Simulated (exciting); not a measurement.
Consider TaAgO3, space group R-3c.

```
Ta Ag O
1.0
     2.78783    1.60955    4.64445
    -2.78783    1.60955    4.64445
     0.00000   -3.21911    4.64445
Ta Ag O
2 2 6
Direct
  0.00000 0.00000 0.00000
  0.50000 0.50000 0.50000
  0.75000 0.75000 0.75000
  0.25000 0.25000 0.25000
  0.80653 0.25000 0.69347
  0.25000 0.69347 0.80653
  0.69347 0.80653 0.25000
  0.75000 0.30653 0.19347
  0.19347 0.75000 0.30653
  0.30653 0.19347 0.75000
```

Absorber: atom 5, with 2 Ta at 2.01 Å (bent, 162°, site symmetry 2). Method: exciting, all-electron LAPW+lo, LDA, exchange and screened direct term (singlet BSE), 2×2×2 shifted k points, 52 conduction bands, |G+q| up to 3 bohr⁻¹, full RPA screening with nempty = 86, Lorentzian half width 0.45 eV.

**Question.** Predict the O K near-edge structure at this level.

Bound core exciton? Yes on this mesh: the first bright state (over 5 % of the brightest) lies at -0.51 eV from the Kohn–Sham onset and at -0.70 eV from the lowest bare transition of its own mesh. Maxima (height): 0.7 eV (1.00), 5.2 eV (0.62), 6.5 eV (0.70), 10.5 eV (0.47), 16.0 eV (0.20) and 19.6 eV (0.24).

Energy from the Kohn–Sham onset, core level to the lowest empty state found on the meshes used; Im ε in relative units:

| E (eV) | Im ε |
| --- | --- |
| -4.0 | 0.02 |
| -3.5 | 0.03 |
| -3.0 | 0.03 |
| -2.5 | 0.05 |
| -2.0 | 0.06 |
| -1.5 | 0.10 |
| -1.0 | 0.17 |
| -0.5 | 0.36 |
| 0.0 | 0.71 |
| 0.5 | 0.96 |
| 1.0 | 0.94 |
| 1.5 | 0.63 |
| 2.0 | 0.46 |
| 2.5 | 0.40 |
| 3.0 | 0.29 |
| 3.5 | 0.24 |
| 4.0 | 0.33 |
| 4.5 | 0.49 |
| 5.0 | 0.60 |
| 5.5 | 0.60 |
| 6.0 | 0.60 |
| 6.5 | 0.70 |
| 7.0 | 0.62 |
| 7.5 | 0.50 |
| 8.0 | 0.46 |
| 8.5 | 0.37 |
| 9.0 | 0.28 |
| 9.5 | 0.21 |
| 10.0 | 0.30 |
| 10.5 | 0.47 |
| 11.0 | 0.35 |
| 11.5 | 0.31 |
| 12.0 | 0.29 |
| 12.5 | 0.27 |
| 13.0 | 0.24 |
| 13.5 | 0.18 |
| 14.0 | 0.15 |
| 14.5 | 0.17 |
| 15.0 | 0.19 |
| 15.5 | 0.19 |
| 16.0 | 0.20 |
| 16.5 | 0.17 |
| 17.0 | 0.18 |
| 17.5 | 0.18 |
| 18.0 | 0.20 |
| 18.5 | 0.20 |
| 19.0 | 0.22 |
| 19.5 | 0.24 |
| 20.0 | 0.24 |
| 20.5 | 0.19 |
| 21.0 | 0.16 |
| 21.5 | 0.14 |
| 22.0 | 0.15 |
| 22.5 | 0.15 |

With 8 k points the binding energies are rough, and fine structure above the first lines is partly noise of the mesh. The kernel cutoff is low for a compact core orbital, so the effect of exchange is a lower bound. The zero comes from the unshifted 3×3×3 ground-state mesh; it is exact only where the band minimum lies on that mesh. The Kohn–Sham onset, 503 eV, is no photon energy: the scale needs a rigid shift. Bands and screening come from semilocal DFT, whose small gap overscreens. Vibrations and energy-dependent lifetimes are left out. The structure is a Materials Project entry, computed there, and may be a hypothetical form.

[Banner, clock and machine lines of the logs are left out without a mark of their own.]

[Logs are printed without paths, hosts, clocks, repeated set-up lines and the standing remarks that a program may print on its own settings, such as how far it seeks lower states.]

[Hosts, paths, dates, database ids (printed as entryN), source tags and the programs' standing remarks are cut or masked in the printed files.]
